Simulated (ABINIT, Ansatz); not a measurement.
# Excitons of SrTiO3 (Tausonite) on ever denser meshes, part 3 of 3

How far does the k mesh set the exciton binding of SrTiO3 (Tausonite)?

ABINIT 10.8.3 and Ansatz 0.2.0; PBE and many-body steps on it, plane waves. Known limits of the many-body steps: not at the basis limit; no spin-orbit coupling; coarse k mesh; bindings not settled in the k mesh.

So far. Step 12 (Empty states on the mesh, 8×8×8 mesh, 37 bands): On this mesh the gap is 1.939 eV.

## 14. Window without empty bands

Level of this step: Bethe-Salpeter equation on PBE with a scissors shift, plane waves, norm-conserving pseudopotentials (ABINIT).

The input, run.abi:

```
acell 3*1.0 Angstrom
rprim 
  3.905280000000 0.000000000000 0.000000000000
  0.000000000000 3.905280000000 0.000000000000
  0.000000000000 0.000000000000 3.905280000000
ntypat 3
znucl 38 22 8
natom 5
typat 1 2 3 3 3
xred 
  0.500000000000 0.500000000000 0.500000000000
  0.000000000000 0.000000000000 0.000000000000
  0.500000000000 0.000000000000 0.000000000000
  0.000000000000 0.500000000000 0.000000000000
  0.000000000000 0.000000000000 0.500000000000
pp_dirpath "pseudos"
pseudos "Sr.upf, Ti.upf, O.upf"
ecut 38
ngkpt 4 4 4
nshiftk 1
shiftk 0 0 0
kptopt 1
chksymbreak 0
istwfk *1
occopt 1
irdwfk 1
optdriver 99
bs_calctype 1
mbpt_sciss 1.573 eV
bs_loband 18
nband 20
bs_exchange_term 1
bs_coulomb_term 11
bs_coupling 0
bs_algorithm 1
bs_freq_mesh 0 7 0.05 eV
zcut 0.15 eV
ecuteps 4
ecutwfn 19
inclvkb 2
irdscr 1
indata_prefix "in"
outdata_prefix "out"
tmpdata_prefix "tmp"
```

On the command line:

```sh
$ OMP_NUM_THREADS=1 mpirun -n 4 abinit run.abi > log
```

Numbers of over 12 decimals in the logs are rounded to 6 here.

Log:

```text
.Version 10.8.3 of ABINIT. v10.8.2 released Aug 2026.

 Symmetries : space group Pm -3 m (#221); Bravais cP (primitive cubic)
================================================================================
 Values of the parameters that define the memory need of the present run
     intxc =       0    ionmov =       0      iscf =       7    lmnmax =       6
     lnmax =       6     mgfft =      30  mpssoang =       3    mqgrid =    3001
     natom =       5  nloc_mem =       1    nspden =       1   nspinor =       1
    nsppol =       1      nsym =      48    n1xccc =    2501    ntypat =       3
    occopt =       1   xclevel =       2
-    mband =          20        mffmem =           1         mkmem =           3
       mpw =        1622          nfft =       27000          nkpt =          10
================================================================================
  Rough estimation (10% accuracy) of disk space for files :
================================================================================

--------------------------------------------------------------------------------
------------- Echo of variables that govern the present computation ------------
--------------------------------------------------------------------------------
 -outvars: echo values of preprocessed input variables --------
            acell      1.8897261259E+00  1.8897261259E+00  1.8897261259E+00 Bohr

     bs_algorithm           1
     bs_freq_mesh      0.00000000E+00  2.57245255E-01  1.83746611E-03 Hartree
        bs_loband          18
      chksymbreak           0
             ecut      1.90000000E+01 Hartree
          ecuteps      4.00000000E+00 Hartree
          ecutwfn      1.90000000E+01 Hartree
-          fftalg         312
           irdscr           1
[...]
- 22.00000  12.00000  171031                  znucl, zion, pspdat
12 -101130 2 -1 1586                          pspcod,pspxc,lmax,lloc,mmax
     nproj     2     2     2
  pspatm : epsatm=   14.68144553
         --- l  ekb(1:nproj) -->
[...]
pspatm: atomic psp has been read  and splines computed

- O Generated using ONCVPSP code by D. R. Hamann
-  8.00000   6.00000  171031                  znucl, zion, pspdat
12 -101130 2 -1 936                           pspcod,pspxc,lmax,lloc,mmax
     nproj     2     2     1
  pspatm : epsatm=    6.19545534
         --- l  ekb(1:nproj) -->
             0    6.056735    0.824024
             1   -4.717130   -1.149271
             2   -1.331955
 pspatm: atomic psp has been read  and splines computed

   1.84439438E+03                                ecore*ucvol(ha*bohr**3)
--------------------------------------------------------------------------------

 ==== K-mesh for the wavefunctions ====
 Number of points in the irreducible wedge :    10
 Reduced coordinates and weights :

     1)     0.00000000E+00  0.00000000E+00  0.00000000E+00       0.01563
     2)     2.50000000E-01  0.00000000E+00  0.00000000E+00       0.09375
     3)     5.00000000E-01  0.00000000E+00  0.00000000E+00       0.04688
[...]
Together with 48 symmetry operations and time-reversal symmetry
 yields    64 points in the full Brillouin Zone.

 ==== Q-mesh for the screening function ====
 Number of points in the irreducible wedge :    10
 Reduced coordinates and weights :

[...]
9)     5.00000000E-01  5.00000000E-01  2.50000000E-01       0.09375
    10)     5.00000000E-01  5.00000000E-01  5.00000000E-01       0.01563

 Together with 48 symmetry operations and time-reversal symmetry
 yields    64 points in the full Brillouin Zone.

--- !ERROR
message: |
    BSp%nbnds cannot be smaller than homo
    while BSp%nbnds = 20 and Dtset%nelect =    40.00

--- !ERROR
message: |
    BSp%nbnds cannot be smaller than homo
    while BSp%nbnds = 20 and Dtset%nelect =    40.00

--- from the log ---
BSp%nbnds cannot be smaller than homo
    while BSp%nbnds = 20 and Dtset%nelect =    40.00
```

Wall time 2.1 s (4 MPI ranks of Arm Neoverse V2, shared host); peak memory 0.06 GiB.

The run stopped with an error after 2.1 s.

The program's words: BSp%nbnds cannot be smaller than homo while BSp%nbnds = 20 and Dtset%nelect =    40.00

The fault put into this input: window without empty bands.

## 15. The runs together

Times are wall times on 4 MPI ranks of Arm Neoverse V2, shared host, good to a factor of about two.

```csv
run,mesh,transitions,broadening (eV),direct gap (eV),lowest state (eV),binding (eV),mesh cell's term (eV),tallest peak (eV),height,time
excitons,4×4×4,2304,0.15,3.836,3.380,0.456,0.409,5.10,12.3,2.5 min
triplet (no exchange term),4×4×4,2240,0.15,3.836,3.374,0.462,0.409,-,-,2.3 min
beyond Tamm-Dancoff,4×4×4,1024,0.15,3.836,3.380,0.456,0.409,5.10,12.6,82 s
model screening,4×4×4,2304,0.15,3.836,-,-,0.420,5.10,11.7,1.8 min
"denser, shifted k mesh (6×6×6)",6×6×6,6480,0.15,3.916,-,-,0.280,5.00,7.46,14 min
"denser, shifted k mesh (8×8×8)",8×8×8,6144,0.15,3.882,-,-,0.210,5.30,7.10,14 min
```

## 16. Results

| Item | Value |
| --- | --- |
| excitons | lowest state 3.380 eV (not settled in the k mesh) |
| triplet (no exchange term) | lowest state 3.374 eV (not settled in the k mesh) |
| beyond Tamm-Dancoff | lowest state 3.380 eV (not settled in the k mesh) |
| model screening | tallest peak 5.1 eV |
| denser, shifted k mesh (6×6×6) | tallest peak 5.0 eV |
| denser, shifted k mesh (8×8×8) | tallest peak 5.3 eV |

**Reading.** On the 4×4×4 mesh the lowest exciton lies at 3.380 eV, 0.456 eV below the direct gap; one cell of the mesh carries a screened Coulomb term of 0.41 eV, so this binding is not shown settled. That state is dark or weak; the first strong one lies at 3.388 eV. Bindings below are those of the lowest state. Triplet (no exchange term), against «excitons (4×4×4)»: the lowest state moves by −0.006 eV (keys changed: bs_loband, nband, bs_exchange_term and bs_freq_mesh). Triplets are dark. Beyond Tamm-Dancoff, against «excitons (4×4×4)»: the lowest state stays within 0.01 eV (keys changed: bs_loband, nband, bs_coupling and bs_freq_mesh). Model screening, against «excitons (4×4×4)»: the tallest peak stays (keys changed: bs_coulomb_term, bs_algorithm, irdscr, mdf_epsinf, irdden, bs_haydock_niter and bs_haydock_tol). Denser, shifted k mesh (6×6×6), against «model screening (4×4×4)»: the tallest peak goes from 5.10 eV to 5.00 eV (keys changed: ngkpt, shiftk, kptopt, bs_loband, ecuteps and the band window). Denser, shifted k mesh (8×8×8), against «denser, shifted k mesh (6×6×6)»: the tallest peak goes from 5.00 eV to 5.30 eV (keys changed: ngkpt, bs_loband, nband and the band window). For «beyond Tamm-Dancoff» the program prints the energy to 0.01 eV alone, so further digits and smaller shifts mean nothing. A rigid shift treats all transitions alike. In the G0W0 table the openings from the upper filled bands to the empty bands at the same k run from +1.58 to +1.89 eV (median +1.74), where the shift is +1.57 eV, so peaks stand off by such differences. Lines within a few meV of each other can be one level split by numerical noise, or distinct levels. Screening is static and electronic alone, and only transitions inside the band window count. The 4×4×4 mesh is coarse for this cell, which bears on the long-range parts of exchange and screening. The many-body steps are scalar-relativistic: spin-orbit coupling is not in them.

[Paths, hosts, dates, memory and timing lines, banners, echoed tables and standing remarks are left out of the program output.]

[Logs are printed without paths, hosts, clocks, repeated set-up lines and the standing remarks that a program may print on its own settings, such as how far it seeks lower states.]

[Runs of the session that timed out or met a known fault of the program may be left out.]

[Hosts, paths, dates, database ids (printed as entryN), source tags and the programs' standing remarks are cut or masked in the printed files.]

[G0W0 gaps are taken among the corrected bands and points alone; a level outside them can change the order at an edge.]

[Where Ansatz stands beside ABINIT at settings called matched, ABINIT's density can come from a denser mesh and the files from another edition; pairs whose starting gaps differed by over 0.03 eV were left out, so agreement reads better than it is.]
